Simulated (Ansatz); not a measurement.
# F on Cu(100): change of the work function, part 2 of 3

How does F on the hollow site change the work function of Cu(100) as the layer fills?

Ansatz 0.2.0; plane-wave DFT, PBE, Ansatz PAW.

So far, work function, upper face (eV): step 2 (the clean slab) 4.57.

### 3. The covered slab, k-mesh 6×6×1, coverage 0.25 ML

System of this step: Cu16F (F/Cu(100)). The cell holds 17 atoms: 16 Cu and 1 F. Cell: a = 5.105 Å, b = 5.105 Å, c = 24.147 Å, α = 90.0°, β = 90.0°, γ = 90.0°. Vacuum lies along c.

The clean slab as it ended is repeated in the plane and the adsorbate is set on one face; the cell's size fixes the coverage, and the k-mesh shrinks with it to keep the sampling density about even. Adsorbate and upper layers relax, since the dipole depends on the height.

The input, input.yaml:

```yaml
crystal:
  lattice:
    - [5.1053109602, 0.0, 0.0]
    - [0.0, 5.1053109602, 0.0]
    - [0.0, 0.0, 24.1470893738]
  atoms:
    - { symbol: Cu, position: [0.25, 0.25, 0.3727157282] }
    - { symbol: Cu, position: [0.0, 0.0, 0.4474659382] }
    - { symbol: Cu, position: [0.25, 0.25, 0.5235136094] }
    - { symbol: Cu, position: [0.0, 0.0, 0.5970893307] }
    - { symbol: Cu, position: [0.25, 0.75, 0.3727157282] }
    - { symbol: Cu, position: [0.0, 0.5, 0.4474659382] }
    - { symbol: Cu, position: [0.25, 0.75, 0.5235136094] }
    - { symbol: Cu, position: [0.0, 0.5, 0.5970893307] }
    - { symbol: Cu, position: [0.75, 0.25, 0.3727157282] }
    - { symbol: Cu, position: [0.5, 0.0, 0.4474659382] }
    - { symbol: Cu, position: [0.75, 0.25, 0.5235136094] }
    - { symbol: Cu, position: [0.5, 0.0, 0.5970893307] }
    - { symbol: Cu, position: [0.75, 0.75, 0.3727157282] }
    - { symbol: Cu, position: [0.5, 0.5, 0.4474659382] }
    - { symbol: Cu, position: [0.75, 0.75, 0.5235136094] }
    - { symbol: Cu, position: [0.5, 0.5, 0.5970893307] }
    - { symbol: F, position: [0.25, 0.25, 0.6272842718] }
kpoints:
  mp_grid: { grid: [6, 6, 1] }
hamiltonian:
  xc: pbe
scf:
  occupations: { method: fermi_dirac, width: 0.1 }
  convergence: { dr2_threshold: 1.0e-08 }
efield:
  axis: 3
  dipole_correction: true
  ramp_position: 0.97
  ramp_width: 0.06
relax:
  f_tol: 0.02
  max_steps: 60
  constraints: [{ sites: [0, 1, 4, 5, 8, 9, 12, 13] }]
output:
  dos: { projected: true, e_range: [-8, 4] }
  write_potential: true
  write_density: true
  volumetric_format: npy
  elf: true
```

Started as:

```console
> ansatz run input.yaml --threads 4 --pin off --max-ram 6144MiB --backend cpu --events-out ev --progress --plain --runs-dir out
```

Numbers of over 12 decimals in the logs are rounded to 6 here.

The log of the run:

```text
[...]
Crystal: 17 atoms, lattice volume = 629.375 Å³
Basis set: ecut = 420 eV, 12321 PW (Γ), exchange–correlation on 72×72×324 points (8 copies of the dense FFT grid, shifted against one another)
Bands: 187, of which v1, the nominal top of the filled ones, is band 156 counted from 1 (155 counted from 0)
Symmetry: 8 space group operations
[...]
k-points: 10 of 36
[...]
SCF iter   1: F=—  HF=-106805.315885 eV  |F-HF|=—  |Δ(HF+E_count)|=         —  Δρ=3.27e-3  dr2=3.04e-1  ethr=1.77e-3  p=0.097 e·Å  D=2.78e-2 V/Å  ΔV_dip=-0.67 eV  dr2_dipole=7.51e-2  V_vac-E_F(+/−)=3.84/4.51 eV  ⟨swp⟩=7.3  Hψ=7759  notcnv=0  defer=114
[...]
SCF iter  13: F=-106805.323374 eV  HF=-106805.323374 eV  |F-HF|=2.53e-8  |Δ(HF+E_count)|=   9.99e-8  Δρ=5.90e-7  dr2=2.07e-9  ethr=3.22e-12  p=0.050 e·Å  D=1.45e-2 V/Å  ΔV_dip=-0.35 eV  dr2_dipole=7.09e-12  V_vac-E_F(+/−)=4.20/4.55 eV  ⟨swp⟩=24.6  Hψ=14636  notcnv=0
SCF 1 converged in 13 iterations: F = -106805.323374 eV  dr2 = 2.07e-9
[...]
relax step   1: F+E_penalty+E_count = -106805.32337397 eV  Δ(F+E_penalty+E_count) = +0.000e0 eV  max|allowed force component| = 3.641e0 eV/Å  Δτ_max = 0.0000 Å  (13 SCF iters, accepted)
[...]
SCF iter  12: F=-106805.865753 eV  HF=-106805.865753 eV  |F-HF|=1.32e-8  |Δ(HF+E_count)|=   4.61e-8  Δρ=8.42e-7  dr2=3.33e-9  ethr=3.22e-12  p=0.021 e·Å  D=5.99e-3 V/Å  ΔV_dip=-0.14 eV  dr2_dipole=3.42e-11  V_vac-E_F(+/−)=4.41/4.55 eV  ⟨swp⟩=14.3  Hψ=13040  notcnv=0
SCF 2 converged in 12 iterations: F = -106805.865753 eV  dr2 = 3.33e-9
[...]
relax step   2: F+E_penalty+E_count = -106805.86575286 eV  Δ(F+E_penalty+E_count) = -5.424e-1 eV  max|allowed force component| = 2.532e0 eV/Å  Δτ_max = 0.1432 Å  (12 SCF iters, accepted)
SCF iter   1: F=—  HF=-106806.348049 eV  |F-HF|=—  |Δ(HF+E_count)|=         —  Δρ=4.49e-3  dr2=2.81e-1  ethr=8.97e-4  p=0.021 e·Å  D=5.99e-3 V/Å  ΔV_dip=-0.14 eV  dr2_dipole=7.31e-2  V_vac-E_F(+/−)=4.44/4.59 eV  ⟨swp⟩=4.2  Hψ=4497  notcnv=0  defer=160
[...]
SCF iter  12: F=-106806.297810 eV  HF=-106806.297810 eV  |F-HF|=4.76e-8  |Δ(HF+E_count)|=   1.52e-7  Δρ=1.41e-6  dr2=8.84e-9  ethr=3.22e-12  p=-0.039 e·Å  D=-1.12e-2 V/Å  ΔV_dip=0.27 eV  dr2_dipole=1.75e-11  V_vac-E_F(+/−)=4.82/4.55 eV  ⟨swp⟩=15.1  Hψ=14200  notcnv=0
SCF 3 converged in 12 iterations: F = -106806.297810 eV  dr2 = 8.84e-9
relax step   3: F+E_penalty+E_count = -106806.29780985 eV  Δ(F+E_penalty+E_count) = -4.321e-1 eV  max|allowed force component| = 1.016e0 eV/Å  Δτ_max = 0.1948 Å  (12 SCF iters, accepted)
[...]
relax step   4: F+E_penalty+E_count = -106806.39756289 eV  Δ(F+E_penalty+E_count) = -9.975e-2 eV  max|allowed force component| = 1.343e-1 eV/Å  Δτ_max = 0.2000 Å  (11 SCF iters, accepted)
SCF iter   1: F=—  HF=-106806.401757 eV  |F-HF|=—  |Δ(HF+E_count)|=         —  Δρ=8.42e-4  dr2=5.76e-3  ethr=2.39e-5  p=-0.095 e·Å  D=-2.72e-2 V/Å  ΔV_dip=0.66 eV  dr2_dipole=1.35e-3  V_vac-E_F(+/−)=5.20/4.54 eV  ⟨swp⟩=2.5  Hψ=3381  notcnv=0  defer=182
[...]
SCF iter  10: F=-106806.400548 eV  HF=-106806.400548 eV  |F-HF|=4.89e-8  |Δ(HF+E_count)|=   7.22e-9  Δρ=7.79e-7  dr2=3.28e-9  ethr=3.22e-12  p=-0.106 e·Å  D=-3.06e-2 V/Å  ΔV_dip=0.74 eV  dr2_dipole=7.24e-12  V_vac-E_F(+/−)=5.27/4.54 eV  ⟨swp⟩=13.4  Hψ=12913  notcnv=0
SCF 5 converged in 10 iterations: F = -106806.400548 eV  dr2 = 3.28e-9
[...]
relax step   5: F+E_penalty+E_count = -106806.40054804 eV  Δ(F+E_penalty+E_count) = -2.985e-3 eV  max|allowed force component| = 1.575e-2 eV/Å  Δτ_max = 0.0356 Å  (10 SCF iters, accepted)
NSCF: frozen V_eff on 10 k-points
[...]
SCF converged after 10 iterations
Free energy (F): -106806.400548 eV
[...]
Internal energy: -106806.199632 eV  (E = F + TS)
E sigma→0 (E₀):  -106806.300090 eV
Entropy (-TS):   -0.200916 eV (-11.819 meV/atom)
Fermi energy:    1.782621 eV
Dipole field:    D = -0.030612 V/Å  (p = -0.106475 e·Å, saw-weighted, corrected)
Work function:   Φ+ = 5.2747 eV   Φ− = 4.5355 eV
[...]
--- Forces (eV/Å), atoms counted from 1 ---
  atom   1  Cu     0.00000000     0.00000000     0.14931299
  atom   2  Cu    -0.05495750    -0.05495750    -0.11408127
  atom   3  Cu    -0.00000000     0.00000000    -0.00486105
  atom   4  Cu     0.00615907     0.00615907     0.00836334
  atom   5  Cu     0.00000000     0.00000000     0.11237550
  atom   6  Cu    -0.05495750     0.05495750    -0.11408127
  atom   7  Cu    -0.00000000     0.00000000    -0.01197185
  atom   8  Cu     0.00615907    -0.00615907     0.00836334
  atom   9  Cu    -0.00000000     0.00000000     0.11237550
  atom  10  Cu     0.05495750    -0.05495750    -0.11408127
  atom  11  Cu    -0.00000000     0.00000000    -0.01197185
  atom  12  Cu    -0.00615907     0.00615907     0.00836334
  atom  13  Cu    -0.00000000     0.00000000     0.10862525
  atom  14  Cu     0.05495750     0.05495750    -0.11408127
  atom  15  Cu     0.00000000     0.00000000    -0.01524024
  atom  16  Cu    -0.00615907    -0.00615907     0.00836334
  atom  17  F     -0.00000000     0.00000000    -0.01574716
  max |Σ_I F_I| component: 2.54e-5 eV/Å
--- Band table (eV; the first three rows and the last of 10) ---
  k-point 0: bands = [... 152 lower, 1.4657, 1.5070, 1.5070, 1.5325, 1.7524, 1.7561, 1.7561, 2.7260, ... 27 higher]
  k-point 1: bands = [... 152 lower, 0.7345, 1.6848, 1.7051, 1.7760, 2.0255, 2.1034, 2.7635, 3.2585, ... 27 higher]
  k-point 2: bands = [... 152 lower, 0.6340, 1.6781, 2.0748, 2.0802, 2.4575, 2.7906, 3.2300, 3.2413, ... 27 higher]
  k-point 9: bands = [... 152 lower, 0.6659, 0.9213, 0.9213, 1.0432, 2.1068, 2.4045, 2.4045, 2.7110, ... 27 higher]
--- Relaxed structure (5 steps of the walk, 5 accepted, 0 SCFs on fresh bases) ---
  F+E_penalty+E_count = -106806.40054804 eV   max|allowed force component| = 1.575e-2 eV/Å
  atoms:
    - { symbol: Cu, position: [0.25, 0.25, 0.372716] }
    - { symbol: Cu, position: [0.0, 0.0, 0.447466] }
    - { symbol: Cu, position: [0.25, 0.25, 0.521778] }
    - { symbol: Cu, position: [-0.00282936, -0.00282936, 0.597838] }
    - { symbol: Cu, position: [0.25, 0.750000, 0.372716] }
    - { symbol: Cu, position: [0.0, 0.5, 0.447466] }
    - { symbol: Cu, position: [0.25, 0.750000, 0.523808] }
    - { symbol: Cu, position: [-0.00282936, 0.502829, 0.597838] }
    - { symbol: Cu, position: [0.750000, 0.25, 0.372716] }
    - { symbol: Cu, position: [0.5, 0.0, 0.447466] }
    - { symbol: Cu, position: [0.750000, 0.25, 0.523808] }
    - { symbol: Cu, position: [0.502829, -0.00282936, 0.597838] }
    - { symbol: Cu, position: [0.750000, 0.750000, 0.372716] }
    - { symbol: Cu, position: [0.5, 0.5, 0.447466] }
    - { symbol: Cu, position: [0.750000, 0.750000, 0.525637] }
    - { symbol: Cu, position: [0.502829, 0.502829, 0.597838] }
    - { symbol: F, position: [0.25, 0.25, 0.651039] }
```

It took 2.3 min on 4 threads of Intel Xeon Platinum 8375C at 2.90GHz (Ice Lake), shared host; peak memory 3.1 GiB; 9 min of CPU time.

This run has no spin polarisation although its electron count is odd.

Relaxation path:

```
step  energy less that of the first step (eV)  largest force component (eV/Å)
   1                                   0.0000                          3.6405
   2                                  -0.5424                          2.5322
   3                                  -0.9744                          1.0163
   4                                  -1.0742                          0.1343
   5                                  -1.0772                          0.0157
```

Forces are held to the 8 operations that the run works with; a distortion that breaks them can't arise in this run.

The atoms that moved most (Å):

```
atom      dx      dy      dz  length
 F17   0.000   0.000   0.574   0.574
Cu15   0.000   0.000   0.051   0.051
 Cu3   0.000   0.000  -0.042   0.042
Cu16   0.014   0.014   0.018   0.027
Cu12   0.014  -0.014   0.018   0.027
 Cu8  -0.014   0.014   0.018   0.027
 Cu4  -0.014  -0.014   0.018   0.027
Cu11   0.000   0.000   0.007   0.007
```

The relaxed structure:

```cif
data_structure
_symmetry_space_group_name_H-M 'P 1'
_symmetry_Int_Tables_number 1
_cell_length_a 5.1053
_cell_length_b 5.1053
_cell_length_c 24.1471
_cell_angle_alpha 90.000
_cell_angle_beta 90.000
_cell_angle_gamma 90.000
_cell_volume 629.37
loop_
_atom_site_label
_atom_site_type_symbol
_atom_site_fract_x
_atom_site_fract_y
_atom_site_fract_z
_atom_site_occupancy
Cu1 Cu 0.25000 0.25000 0.37272 1
Cu2 Cu 0.00000 0.00000 0.44747 1
Cu3 Cu 0.25000 0.25000 0.52178 1
Cu4 Cu 0.99717 0.99717 0.59784 1
Cu5 Cu 0.25000 0.75000 0.37272 1
Cu6 Cu 0.00000 0.50000 0.44747 1
Cu7 Cu 0.25000 0.75000 0.52381 1
Cu8 Cu 0.99717 0.50283 0.59784 1
Cu9 Cu 0.75000 0.25000 0.37272 1
Cu10 Cu 0.50000 0.00000 0.44747 1
Cu11 Cu 0.75000 0.25000 0.52381 1
Cu12 Cu 0.50283 0.99717 0.59784 1
Cu13 Cu 0.75000 0.75000 0.37272 1
Cu14 Cu 0.50000 0.50000 0.44747 1
Cu15 Cu 0.75000 0.75000 0.52564 1
Cu16 Cu 0.50283 0.50283 0.59784 1
F17 F 0.25000 0.25000 0.65104 1
```

Numbers from this step:

* energy at zero smearing: -106806.3001 eV
* work function, upper face: 5.275 eV
* work function, lower face: 4.535 eV
* dipole along the normal: -0.1065 e·Å
* step between the vacuum levels: 0.7392 eV

Running mean over 1.805 Å of the planar mean; the ramp of the sawtooth is left out. The electron's electrostatic potential energy less the Fermi level by z:

```
z (Å)  electron's electrostatic potential energy less the Fermi level (eV)
  3.0                                                                 4.54
  3.5                                                                 4.54
  4.0                                                                 4.54
  4.5                                                                 4.53
  5.0                                                                 4.53
  5.5                                                                 4.52
  6.0                                                                 4.50
  6.5                                                                 4.40
  7.0                                                                 4.06
  7.5                                                                 2.66
  8.0                                                                -1.47
  8.5                                                                -6.22
  9.0                                                                -8.31
  9.5                                                                -8.64
 10.0                                                                -8.73
 10.5                                                                -8.79
 11.0                                                                -8.72
 11.5                                                                -8.49
 12.0                                                                -8.48
 12.5                                                                -8.70
 13.0                                                                -8.81
 13.5                                                                -8.84
 14.0                                                                -8.76
 14.5                                                                -8.49
 15.0                                                                -6.52
 15.5                                                                -1.84
 16.0                                                                 2.17
 16.5                                                                 3.93
 17.0                                                                 4.93
 17.5                                                                 5.22
 18.0                                                                 5.26
 18.5                                                                 5.27
 19.0                                                                 5.27
 19.5                                                                 5.27
 20.0                                                                 5.27
 20.5                                                                 5.27
 21.0                                                                 5.27
```

The density of states has structure finer than the step of the table below, so its rows give means over 0.25 eV, whole bins alone (the curve runs from -8 to 1.98 eV). Peaks (eV: height): -2.890: 71.4, -2.800: 94.6, -2.530: 62.5, -2.290: 86.2, -2.080: 69.4, -1.590: 101, -1.470: 81.9.

Density of states against energy, zero at the Fermi level; means over each step:

```
energy (eV)  density of states (states/eV a cell)
      -7.75                                  1.13
      -7.50                                  1.20
      -7.25                                  1.38
      -7.00                                  2.70
      -6.75                                  3.13
      -6.50                                  2.12
      -6.25                                  3.24
      -6.00                                  4.53
      -5.75                                  5.19
      -5.50                                  11.8
      -5.25                                  9.40
      -5.00                                  7.57
      -4.75                                  11.9
      -4.50                                  15.4
      -4.25                                  20.7
      -4.00                                  39.6
      -3.75                                  29.4
      -3.50                                  34.5
      -3.25                                  41.2
      -3.00                                  42.4
      -2.75                                  64.5
      -2.50                                  44.0
      -2.25                                  63.5
      -2.00                                  60.7
      -1.75                                  76.2
      -1.50                                  73.2
      -1.25                                  19.2
      -1.00                                  9.24
      -0.75                                  5.39
      -0.50                                  5.26
      -0.25                                  5.86
       0.00                                  5.14
       0.25                                  6.79
       0.50                                  5.17
       0.75                                  4.50
       1.00                                  4.06
       1.25                                  2.96
       1.50                                  6.34
       1.75                                  5.66
```

Projected DOS per atom over height of the atomic layer and energy from the Fermi level. Layers: Cu4 Cu4 Cu4 Cu4 F from below.

Values in states/eV, 22 rows by 5 columns, each cell a mean:
```
0.15 0.17 0.20 0.18 0.07
0.15 0.14 0.15 0.16 0.05
0.17 0.18 0.17 0.19 0.07
0.27 0.28 0.22 0.27 0.10
0.27 0.27 0.26 0.30 0.09
0.31 0.24 0.24 0.36 0.16
0.49 0.35 0.39 0.71 0.23
3.39 2.33 2.73 4.69 0.60
5.72 3.51 3.07 5.03 0.27
4.65 2.79 2.81 3.83 0.14
3.33 3.67 3.64 2.98 0.23
2.08 2.86 2.82 1.88 0.27
1.30 2.11 2.51 1.27 0.54
1.03 2.73 2.51 0.89 0.78
0.53 1.29 1.06 0.36 0.64
0.29 0.51 0.54 0.22 2.10
0.16 0.23 0.30 0.48 4.92
0.13 0.26 0.24 0.25 1.13
0.10 0.17 0.16 0.14 0.27
0.14 0.20 0.19 0.16 0.19
0.04 0.12 0.13 0.04 0.03
0.03 0.11 0.11 0.03 0.02
```
Columns: height of the atomic layer (Å) from 9 to 15.7 (not evenly spaced); rows upwards: energy from the Fermi level (eV) from -7.96 to 1.95.

ELF in the ca plane at fractional y = 0.250, with atoms of Cu and F within 0.2 Å of it. It is the smooth field of the valence electrons, not physical close to the nuclei.

Values, 8 rows by 16 columns, each cell a mean:
```
0.12 0.19 0.20 0.24 0.25 0.19 0.22 0.23 0.11 0.02 0.00 0.00 0.00 0.00 0.00 0.00
0.11 0.30 0.44 0.21 0.20 0.48 0.26 0.26 0.16 0.02 0.00 0.00 0.00 0.00 0.00 0.00
0.11 0.25 0.33 0.22 0.21 0.36 0.23 0.26 0.14 0.02 0.00 0.00 0.00 0.00 0.00 0.00
0.13 0.20 0.22 0.24 0.26 0.21 0.24 0.21 0.11 0.04 0.01 0.00 0.00 0.00 0.00 0.00
0.12 0.18 0.20 0.24 0.24 0.20 0.21 0.16 0.41 0.43 0.06 0.00 0.00 0.00 0.00 0.00
0.11 0.30 0.44 0.21 0.20 0.50 0.24 0.16 0.68 0.72 0.14 0.00 0.00 0.00 0.00 0.00
0.11 0.25 0.33 0.22 0.21 0.37 0.22 0.15 0.67 0.68 0.12 0.00 0.00 0.00 0.00 0.00
0.13 0.20 0.22 0.24 0.26 0.21 0.24 0.17 0.25 0.27 0.04 0.00 0.00 0.00 0.00 0.00
```
Columns run along c (16.0 Å, from fractional 0.29 to 0.96 of the cell), rows up along a (5.1 Å). Atoms in or near the plane, at fractional coordinates: Cu at (0.37, 0.25), Cu at (0.52, 0.25), Cu at (0.37, 0.75), Cu at (0.52, 0.75), F at (0.65, 0.25).

Electrostatic potential energy in the ca plane at fractional y = 0.250, with atoms of Cu and F within 0.2 Å of it. With pseudopotentials it is smooth inside the atoms' cores, unlike the true potential.

Ten even steps from '0' (-50 eV) to '9' (7 eV), each cell a mean:
```
99998888998999888899889999999999999999999999
99985336899998533689999999999999999999999999
99961003899997200379999999999999999999999999
99961002799996100279999999999999999999999999
99973115899997311489999999999999999999999999
99987668999998766899999999999999999999999999
99999889998899988999889999999999999999999999
99998888998999888899889999999999999999999999
99985336899998523789999768999999999999999999
99961003899996100489997214999999999999999999
99961002799986000389997113899999999999999999
99973115899997301589998436999999999999999999
99987668999998766899999999999999999999999999
99999889998899988999889999999999999999999999
```
Columns run along c (16.0 Å, from fractional 0.29 to 0.96 of the cell; values clipped at the 3rd and 97th percentile), rows up along a (5.1 Å). Atoms in or near the plane, at fractional coordinates: Cu at (0.37, 0.25), Cu at (0.52, 0.25), Cu at (0.37, 0.75), Cu at (0.52, 0.75), F at (0.65, 0.25).

Valence density in the ca plane at fractional y = 0.250, with atoms of Cu and F within 0.2 Å of it. It is the smooth field of the valence electrons, not physical close to the nuclei.

Ten steps, logarithmic in the rise over the least value, from '0' (0 e/Å³) to '9' (42 e/Å³), each cell a mean:
```
00001111001000111100000000000000000000000000
00013442100001244210000000000000000000000000
00026984100002588410000000000000000000000000
00026995100002699510000000000000000000000000
00014763100001476310000000000000000000000000
00001221000001122110000000000000000000000000
00000110001100011000000000000000000000000000
00001111001000111100000110000000000000000000
00013442100001344210001332000000000000000000
00026984100002698410002564100000000000000000
00026995100002799410013675200000000000000000
00014763100001476310002453100000000000000000
00001221000001122100001111000000000000000000
00000110001100111000000000000000000000000000
```
Columns run along c (16.0 Å, from fractional 0.29 to 0.96 of the cell), rows up along a (5.1 Å). Atoms in or near the plane, at fractional coordinates: Cu at (0.37, 0.25), Cu at (0.52, 0.25), Cu at (0.37, 0.75), Cu at (0.52, 0.75), F at (0.65, 0.25).

The relaxation took 5 steps and lowered the energy by 1.1 eV; the largest force on the free atoms ends at 0.016 eV/Å.

By hand: a sheet of dipoles makes a step −p/(ε₀A) in the electron's potential. With e/ε₀ = 180.95 V·Å, p = -0.1065 e·Å and A = 26.06 Å², that is −180.95 × (-0.1065) / 26.06 = +0.739 eV, and the two vacuum levels of the run differ by +0.739 eV.

The covered face has 5.27 eV, +0.70 eV against the clean one; the bare back face has moved by -0.05 eV, a measure of how thin the slab is.

[end of part 2 of 3]

[Logs are printed without paths, hosts, clocks, repeated set-up lines and the standing remarks that a program may print on its own settings, such as how far it seeks lower states.]

[Hosts, paths, dates, database ids (printed as entryN), source tags and the programs' standing remarks are cut or masked in the printed files.]

[Maps of the electrostatic potential energy from Ansatz leave out the sawtooth potential of an applied field or a dipole correction, so their vacuum need not be flat; planar profiles and work functions include it.]

[The density of states shown here was stored with 400 of the rows of the run's finer table, so its peaks can read low, often by over a quarter, or be missed, and its means over a window can be off by a tenth or more.]
